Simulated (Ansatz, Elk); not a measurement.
## Cs2Os: X-ray structure factors from the self-consistent density

Structure refinements treat a crystal as free atoms side by side. For a made-up structure of Cs2Os (cell and positions from a PBE relaxation) the runs below show what the calculated density changes in F(hkl).

Main program and level: Elk 11.2.3 (patched build); DFT, PBE, all-electron APW+lo, Dirac cores, scalar-relativistic bands, static density, no spin.

The structure was built from a prototype and need not be the compound's stable phase.

## 1. Set-up

Symmetry: P6_3/mmc, No. 194, hexagonal system. Conventional cell: a = 5.916 Å, b = 5.916 Å, c = 7.976 Å, α = 90.00°, β = 90.00°, γ = 120.00°. Os has 11 Cs at 3.42 to 3.99 Å nearest. Nearest to Cs lie 8 Cs at 3.96 to 3.99 Å and 6 Os at 3.96 Å. Nearest to Cs lie 5 Os at 3.42 to 3.99 Å and 6 Cs at 3.96 Å. Farther neighbours are not listed.

## 2. Ground state and structure factors

An all-electron density is needed, since X-rays see the cores too. Task 0 finds the density and task 195 Fourier-transforms it; tshift is off so that phases refer to the origin typed.

elk.in reads:

```
tasks
  0
  195

xctype
  20

spinpol
  .false.

rgkmax
  7.0

gmaxvr
  14.0

lmaxo
  7

lmaxapw
  8

swidth
  0.002

tshift
  .false.

ramdisk
  .false.

hmaxvr
  5.5

maxscl
  120

epspot
  1e-06

sppath
  './'

avec
  11.18040916335 0.00000000000 -0.00000000000
  -5.59020458167 9.68251836017 0.00000000000
  -0.00000000000 0.00000000000 15.07158343849

atoms
  2
  'Os.in'
  2
  0.3333333333 0.6666666667 0.2500000000   0.000000 0.000000 0.000000
  0.6666666667 0.3333333333 0.7500000000   0.000000 0.000000 0.000000
  'Cs.in'
  4
  0.0000000000 -0.0000000000 0.5000000000   0.000000 0.000000 0.000000
  0.0000000000 -0.0000000000 0.0000000000   0.000000 0.000000 0.000000
  0.3333333333 0.6666666667 0.7500000000   0.000000 0.000000 0.000000
  0.6666666667 0.3333333333 0.2500000000   0.000000 0.000000 0.000000

ngridk
  5 5 3
```

Run with:

```bash
$ OMP_NUM_THREADS=4 elk
```

Numbers of over 12 decimals in the logs are rounded to 6 here.

Log:

```text
┌─────────────────────────┐
│ Elk code version 11.2.3 │
└─────────────────────────┘

All units are atomic (Hartree, Bohr, etc.)

┌─────────────────────────────────────────────────┐
│ Ground-state run starting from atomic densities │
└─────────────────────────────────────────────────┘

Lattice vectors :
   11.18040916       0.000000000      -0.000000000
  -5.590204582       9.682518360       0.000000000
  -0.000000000       0.000000000       15.07158344

Reciprocal lattice vectors :
  0.5619816963      0.3244602836       0.000000000
  -0.000000000      0.6489205673      -0.000000000
   0.000000000       0.000000000      0.4168895281

Unit cell volume      :    1631.566986
Brillouin zone volume :   0.1520318906

Muffin-tin inner radius fraction :   0.1000000000E-01

Nuclei treated as point charges

Species : 1 (Os)
 parameters loaded from : Os.in
 name : osmium
 nuclear charge    :   -76.00000000
 electronic charge :    76.00000000
 atomic mass :    346768.0767
 muffin-tin radius :    2.800000000
 number of radial points in muffin-tin :   1393
 inner part over the whole radius :   0.9983340151E-02
 number on inner part of muffin-tin    :   1000
 approximate nuclear radius :   0.1019601503E-03
 number of mesh points to nuclear radius :    521
 atomic positions (lattice), magnetic fields (Cartesian) :
  1 :   0.33333333 -0.33333333  0.25000000    0.00000000  0.00000000  0.00000000
  2 :  -0.33333333  0.33333333 -0.25000000    0.00000000  0.00000000  0.00000000

Species : 2 (Cs)
 parameters loaded from : Cs.in
 name : caesium
 nuclear charge    :   -55.00000000
 electronic charge :    55.00000000
 atomic mass :    242271.8146
 muffin-tin radius :    2.800000000
 number of radial points in muffin-tin :   1393
 inner part over the whole radius :   0.9975634425E-02
 number on inner part of muffin-tin    :    996
 approximate nuclear radius :   0.9115647269E-04
 number of mesh points to nuclear radius :    503
 atomic positions (lattice), magnetic fields (Cartesian) :
  1 :   0.00000000  0.00000000  0.50000000    0.00000000  0.00000000  0.00000000
  2 :   0.00000000  0.00000000  0.00000000    0.00000000  0.00000000  0.00000000
  3 :   0.33333333 -0.33333333 -0.25000000    0.00000000  0.00000000  0.00000000
  4 :  -0.33333333  0.33333333  0.25000000    0.00000000  0.00000000  0.00000000

Total number of atoms per unit cell :    6
Total muffin-tin volume :    551.7139355
 ratio of muffin-tin to unit cell volume :   0.3381497299

Spin treatment :
 spin-unpolarised

Number of Bravais lattice symmetries :   24
Number of crystal symmetries         :   24
Crystal has inversion symmetry
Real symmetric eigensolver will be used

k-point grid :      5     5     3
k-point offset :    0.000000000       0.000000000       0.000000000
k-point set is reduced with full crystal symmetry group
Total number of k-points :       10

Muffin-tin radius times maximum |G+k| :    7.000000000
 using average radius
Maximum |G+k| for APW functions       :    2.500000000
Maximum (1/2)|G+k|²                   :    3.125000000
Maximum |G| for potential and density :    14.00000000
Constant for pseudocharge density :   10
 order of it for each species :   17  17
 order of it for pair densities of each species (exact exchange by exxq0 0: 18) :   10  10
Radial integration step length :    1

G-vector grid sizes :     50    50    70
Number of G-vectors :    75505

Maximum angular momentum used for
 APW functions            :    8
 outer part of muffin-tin :    7
 inner part of muffin-tin :    2

Total nuclear charge    :   -372.0000000
Total core charge       :    236.0000000
Total valence charge    :    136.0000000
Total excess charge     :    0.000000000
Total electronic charge :    372.0000000

Effective Wigner radius, rₛ :    1.015448229

Number of empty states         :     24
Total number of valence states :     93
Total number of core states    :    236

Third-order local-orbitals added for an l without core states : T
Total number of local-orbitals :    150

[...]
electron-nuclear            :     -152248.49942572
 Hartree                     :      20741.292121408
 Madelung                    :     -81268.971711206
 xc potential                :     -1956.8946576940
 exchange                    :     -1432.3152048277
 correlation                 :     -21.135828384992
 electron entropic           :    -0.13607115015322E-01
 total energy                :     -65727.246070970

Density of states at Fermi energy :    1116.120180
 (states/Hartree/unit cell)

Estimated indirect band gap :   0.3097255999E-04
 from k-point 4 to k-point 6
Estimated direct band gap   :   0.2622580680E-03
 at k-point 4

Charges :
 core                        :    236.0000000
 valence                     :    136.0000000
 interstitial                :    9.785933064
 muffin-tins (core leakage)
  species : 1 (Os)
[...]
species : 2 (Cs)
[...]
total in muffin-tins        :    362.2140669
 total calculated charge     :    371.9997922
 total charge                :    372.0000000
 error                       :   0.2078089501E-03

RMS change in Kohn-Sham potential (target) :   0.1735583676     (  0.1000000000E-05)
Absolute change in total energy (target)   :    1.023357311     (  0.1000000000E-03)

[... loops 3 to 16 left out ...]

┌──────────────────┐
│ Loop number : 17 │
└──────────────────┘

Energies :
 Fermi                       :     0.166564
 sum of occupied eigenvalues :     -40346.069201727
 electron kinetic            :      72418.754269831
 core electron kinetic       :      69967.261593830
 Coulomb                     :     -136690.27049839
 Coulomb potential           :     -110865.53829961
 nuclear-nuclear             :     -5184.8861490938
 electron-nuclear            :     -152224.73020032
 Hartree                     :      20719.345851027
 Madelung                    :     -81257.501348585
 xc potential                :     -1899.2851719451
 exchange                    :     -1431.9837940691
 correlation                 :     -21.135177056665
 electron entropic           :    -0.12068122952665E-01
 total energy                :     -65724.647267809

Density of states at Fermi energy :    975.7167772
 (states/Hartree/unit cell)

Estimated indirect band gap :   0.4325783180E-03
 from k-point 10 to k-point 3
Estimated direct band gap   :   0.8307626777E-03
 at k-point 3

Charges :
 core                        :    236.0000000
 valence                     :    136.0000000
 interstitial                :    10.24407388
 muffin-tins (core leakage)
  species : 1 (Os)
[...]
species : 2 (Cs)
[...]
total in muffin-tins        :    361.7559261
 total calculated charge     :    371.9998244
 total charge                :    372.0000000
 error                       :   0.1755699060E-03

RMS change in Kohn-Sham potential (target) :   0.2446198704E-06 (  0.1000000000E-05)
Absolute change in total energy (target)   :   0.6178885815E-04 (  0.1000000000E-03)

Convergence targets achieved

┌──────────────────┐
│ Loop number : 18 │
└──────────────────┘

Energies :
 Fermi                       :     0.166564
 sum of occupied eigenvalues :     -40346.069204127
 electron kinetic            :      72418.754294478
 core electron kinetic       :      69967.261602938
 Coulomb                     :     -136690.27051894
 Coulomb potential           :     -110865.53828080
 nuclear-nuclear             :     -5184.8861490938
 electron-nuclear            :     -152224.73025998
 Hartree                     :      20719.345890132
 Madelung                    :     -81257.501378538
 xc potential                :     -1899.2852178045
 exchange                    :     -1431.9837949381
 correlation                 :     -21.135177067950
 electron entropic           :    -0.12068125796090E-01
 total energy                :     -65724.647264592

Density of states at Fermi energy :    975.7170114
 (states/Hartree/unit cell)

Estimated indirect band gap :   0.4325745340E-03
 from k-point 10 to k-point 3
Estimated direct band gap   :   0.8307623299E-03
 at k-point 3

Charges :
 core                        :    236.0000000
 valence                     :    136.0000000
 interstitial                :    10.24407323
 muffin-tins (core leakage)
  species : 1 (Os)
[...]
species : 2 (Cs)
[...]
atom 2                    :    53.03404544     (  0.1202113951E-04)
   atom 3                    :    53.06478229     (  0.1202263169E-04)
   atom 4                    :    53.06478229     (  0.1202263169E-04)
 total in muffin-tins        :    361.7559268
 total calculated charge     :    371.9998244
 total charge                :    372.0000000
 error                       :   0.1755696202E-03

┌──────────────────────────────┐
│ Self-consistent loop stopped │
└──────────────────────────────┘

Wrote STATE.OUT
```

It took 71 s on 4 threads of Arm Neoverse V1, shared host; peak memory 0.38 GiB.

SFACRHO.OUT:

```text

h k l indices transformed by vhmat matrix:
   1.000000000       0.000000000       0.000000000    
   0.000000000       1.000000000       0.000000000    
   0.000000000       0.000000000       1.000000000    

      h      k      l  multipl.   |H|            Re(F)            Im(F)           |F|

      0      0      0      1   0.0000000       372.00000      0.29462937E-15   372.00000    
      0      0      1      2  0.41688953     -0.38010169E-13 -0.16981905E-13  0.41631215E-13
      1      0      0      6  0.64892057      -21.599799      0.16981905E-13   21.599799    
      0     -1     -1      6  0.77129422       37.054625     -0.56606351E-14   37.054625    
      0     -1      1      6  0.77129422      -37.054625      0.56606351E-14   37.054625    
      0      0     -2      2  0.83377906      -140.60864     -0.30540249E-13   140.60864    
      1      0      2      6   1.0565441       207.53038      0.22642540E-13   207.53038    
      1     -1      2      6   1.0565441       207.53038     -0.33963811E-13   207.53038    
      2     -1      0      6   1.1239634       317.12635     -0.99649320E-13   317.12635    
     -1     -1     -1     12   1.1987871      0.33026121E-13  0.16981905E-13  0.37136367E-13
      0      0      3      2   1.2506686      0.15153905E-12 -0.62266986E-13  0.16383303E-12
      0      2      0      6   1.2978411      -20.346694     -0.10755207E-12   20.346694    
     -2      0     -1      6   1.3631539       34.907598      0.31133493E-13   34.907598    
      0     -2     -1      6   1.3631539      -34.907598      0.45285081E-13   34.907598    
     -1      2      2     12   1.3994575      -126.66359     -0.16163729E-12   126.66359    
     -1      0     -3      6   1.4089960       34.935196      0.90570162E-13   34.935196    
     -1      1     -3      6   1.4089960      -34.935196     -0.28303176E-14   34.935196    
     -2      0      2      6   1.5425884       187.29750      0.84909527E-13   187.29750
```

Elk indexes on the primitive cell of elk.in and gives |H| = 4π sin θ/λ in inverse bohr. Below, one row stands for each form hkl of the conventional cell (m members, Friedel mates merged), F is for one primitive cell and the density is static (no thermal factor). Free-atom factors are Waasmaier and Kirfel's, and R is Σm||F|−|F'||/Σm|F|.

| hkl | m | sin θ/λ (Å⁻¹) | abs F, DFT | neutral atoms | diff. |
| --- | --- | --- | --- | --- | --- |
| 001 | 2 | 0.063 | 0.000 | 0.000 | +0.000 |
| 100 | 6 | 0.098 | 21.600 | 21.292 | +0.308 |
| 101 | 12 | 0.116 | 37.055 | 36.610 | +0.444 |
| 002 | 2 | 0.125 | 140.609 | 139.992 | +0.617 |
| 102 | 12 | 0.159 | 207.530 | 207.469 | +0.061 |
| 110 | 6 | 0.169 | 317.126 | 317.198 | -0.072 |
| 111 | 12 | 0.180 | 0.000 | 0.000 | +0.000 |
| 003 | 2 | 0.188 | 0.000 | 0.000 | +0.000 |
| 200 | 6 | 0.195 | 20.347 | 20.383 | -0.036 |
| 201 | 12 | 0.205 | 34.908 | 35.155 | -0.248 |
| 112 | 12 | 0.210 | 126.664 | 126.891 | -0.227 |
| 103 | 12 | 0.212 | 34.935 | 35.048 | -0.113 |
| 202 | 12 | 0.232 | 187.298 | 187.290 | +0.008 |
| 004 | 2 | 0.251 | 283.536 | 283.620 | -0.084 |
| 113 | 12 | 0.253 | 0.000 | 0.000 | +0.000 |
| 210 | 12 | 0.258 | 19.523 | 19.750 | -0.227 |
| 211 | 24 | 0.266 | 33.736 | 34.043 | -0.307 |
| 104 | 12 | 0.269 | 19.497 | 19.610 | -0.113 |

## 3. The highest occupied states alone

An energy window below the Fermi level keeps the highest occupied states, to see at which angles they scatter; shallow core shells can lie inside it and anion s states outside. No new self-consistency is needed.

elk.in: that of step 2 with these lines changed.

```diff
@@ -1,3 +1,2 @@
 tasks
-  0
   195
@@ -40,2 +39,5 @@
 
+wsfac
+  -0.384680 0.466560
+
 sppath
```

Run with:

```bash
$ OMP_NUM_THREADS=4 elk
```

Log:

```text
┌─────────────────────────────────┐
│ Elk code version 11.2.3 started │
└─────────────────────────────────┘

Info(readinput): the functional depends on the density's gradient
 muffin-tin radial points multiplied by    2.00000
 (not where nrmtscf is given)

┌────────────────────┐
│ Current task : 195 │
└────────────────────┘

Info(sfacrho): density structure factors written to SFACRHO.OUT

 Energy window :  -0.3846800000      0.4665600000

┌──────────────────┐
│ Elk code stopped │
└──────────────────┘
```

Run time: 37 s. Hardware: 4 threads; peak memory 0.22 GiB.

States within 15 eV below the Fermi level hold 44.00 electrons; any levels below the window count with the cores. Their amplitudes can exceed the total, where window and core parts have opposite phase:

| hkl | sin θ/λ (Å⁻¹) | abs F, window | abs F, all |
| --- | --- | --- | --- |
| 001 | 0.063 | 0.000 | 0.000 |
| 100 | 0.098 | 1.681 | 21.600 |
| 101 | 0.116 | 2.619 | 37.055 |
| 002 | 0.125 | 9.542 | 140.609 |
| 102 | 0.159 | 10.092 | 207.530 |
| 110 | 0.169 | 13.676 | 317.126 |
| 111 | 0.180 | 0.000 | 0.000 |
| 003 | 0.188 | 0.000 | 0.000 |
| 200 | 0.195 | 0.860 | 20.347 |
| 201 | 0.205 | 1.260 | 34.908 |

## 4. Another functional

The difference from free atoms is small, so it is set against the change that LDA (Perdew-Wang) makes.

elk.in: that of step 3 with these lines changed.

```diff
@@ -1,2 +1,3 @@
 tasks
+  0
   195
@@ -4,3 +5,3 @@
 xctype
-  20
+  3
 
@@ -39,5 +40,2 @@
 
-wsfac
-  -0.384680 0.466560
-
 sppath
```

Run with:

```bash
$ OMP_NUM_THREADS=4 elk
```

Log:

```text
┌─────────────────────────┐
│ Elk code version 11.2.3 │
└─────────────────────────┘

All units are atomic (Hartree, Bohr, etc.)

┌─────────────────────────────────────────────────┐
│ Ground-state run starting from atomic densities │
└─────────────────────────────────────────────────┘

Lattice vectors :
   11.18040916       0.000000000      -0.000000000
  -5.590204582       9.682518360       0.000000000
  -0.000000000       0.000000000       15.07158344

Reciprocal lattice vectors :
  0.5619816963      0.3244602836       0.000000000
[...]
valence                     :    136.0000000
 interstitial                :    10.33210170
 muffin-tins (core leakage)
  species : 1 (Os)
[...]
species : 2 (Cs)
[...]
atom 3                    :    53.04931000     (  0.8740675149E-05)
   atom 4                    :    53.04931000     (  0.8740675149E-05)
 total in muffin-tins        :    361.6678983
 total calculated charge     :    371.9998488
 total charge                :    372.0000000
 error                       :   0.1511976790E-03

┌──────────────────────────────┐
│ Self-consistent loop stopped │
└──────────────────────────────┘

Wrote STATE.OUT
[key lines of the parts left out:]
total energy                :     -65680.592693998
```

Run time: 39 s. Hardware: 4 threads; peak memory 0.27 GiB; 82 s of CPU time.

Against the first run R = 0.02 %; the largest change is -0.049 at 414.

## 5. Basis size

The basis and the expansions that go with it are enlarged, to see whether the differences are converged.

elk.in: that of step 4 with these lines changed.

```diff
@@ -5,3 +5,3 @@
 xctype
-  3
+  20
 
@@ -11,12 +11,12 @@
 rgkmax
-  7.0
+  8.5
 
 gmaxvr
-  14.0
+  18.0
 
 lmaxo
-  7
+  9
 
 lmaxapw
-  8
+  10
```

Run with:

```bash
$ OMP_NUM_THREADS=4 elk
```

Log:

```text
┌─────────────────────────┐
│ Elk code version 11.2.3 │
└─────────────────────────┘

All units are atomic (Hartree, Bohr, etc.)

┌─────────────────────────────────────────────────┐
│ Ground-state run starting from atomic densities │
└─────────────────────────────────────────────────┘

Lattice vectors :
   11.18040916       0.000000000      -0.000000000
  -5.590204582       9.682518360       0.000000000
  -0.000000000       0.000000000       15.07158344

Reciprocal lattice vectors :
  0.5619816963      0.3244602836       0.000000000
[...]
valence                     :    136.0000000
 interstitial                :    10.17670091
 muffin-tins (core leakage)
  species : 1 (Os)
[...]
species : 2 (Cs)
[...]
atom 3                    :    53.07178965     (  0.1203217219E-04)
   atom 4                    :    53.07178965     (  0.1203217219E-04)
 total in muffin-tins        :    361.8232991
 total calculated charge     :    371.9999411
 total charge                :    372.0000000
 error                       :   0.5888288138E-04

┌──────────────────────────────┐
│ Self-consistent loop stopped │
└──────────────────────────────┘

Wrote STATE.OUT
[key lines of the parts left out:]
total energy                :     -65724.677395737
```

Run time: 2.8 min. Hardware: 4 threads; peak memory 0.79 GiB; 5.6 min of CPU time.

Against the first run R = 0.01 %; the largest change is -0.030 at 304.

## 6. Settings against the effect

| run | R against the first run (%) | R against neutral atoms, low angle (%) | wall time |
| --- | --- | --- | --- |
| PBE, rgkmax 7 | 0.00 | 0.20 | 71 s |
| LDA (Perdew-Wang) | 0.02 | 0.19 | 39 s |
| rgkmax 8.5 with larger expansions | 0.01 | 0.20 | 2.8 min |

## 7. What came out

| Property | Result |
| --- | --- |
| R against neutral atoms, sin θ/λ < 0.3 Å⁻¹ | 0.20 % |
| R against neutral atoms, 0.3 to 0.65 Å⁻¹ | 0.13 % |

In words: Independent neutral atoms miss the calculated amplitudes by R = 0.20 % below 0.3 Å⁻¹ and 0.13 % from there to 0.65 Å⁻¹; by shells, 0.98 % below 0.15 Å⁻¹ (3 forms), 0.16 % 0.15 to 0.3 (15 forms), 0.13 % 0.3 to 0.45 (31 forms), 0.13 % above 0.45 (78 forms). Bonding, aspherical density and the tables' own atoms all enter these figures, and the runs don't part them. The largest change of an amplitude is +0.62 electrons, at 002. The window's part falls from 44.0 electrons at the origin to at most 0.64 between 0.45 and 0.65 Å⁻¹. The window holds more than the 20 outer electrons of the free atoms, so shallow core shells lie inside it. Below 0.3 Å⁻¹ the changes that finished (LDA (Perdew-Wang) and rgkmax 8.5 with larger expansions) move F by R = 0.01 % at most, against the 0.20 % that separates it from free atoms. The k-mesh has no finished test. These runs have no spin, though d or f shells may be open. Spin-orbit coupling is left out, which can matter for elements this heavy. Part of the difference isn't bonding: the tables are fits to free atoms and ions calculated by other methods than this functional. Thermal motion, anomalous dispersion and extinction are left out.

[Logs are printed without paths, hosts, clocks, repeated set-up lines and the standing remarks that a program may print on its own settings, such as how far it seeks lower states.]

[Hosts, paths, dates, database ids (printed as entryN), source tags and the programs' standing remarks are cut or masked in the printed files.]
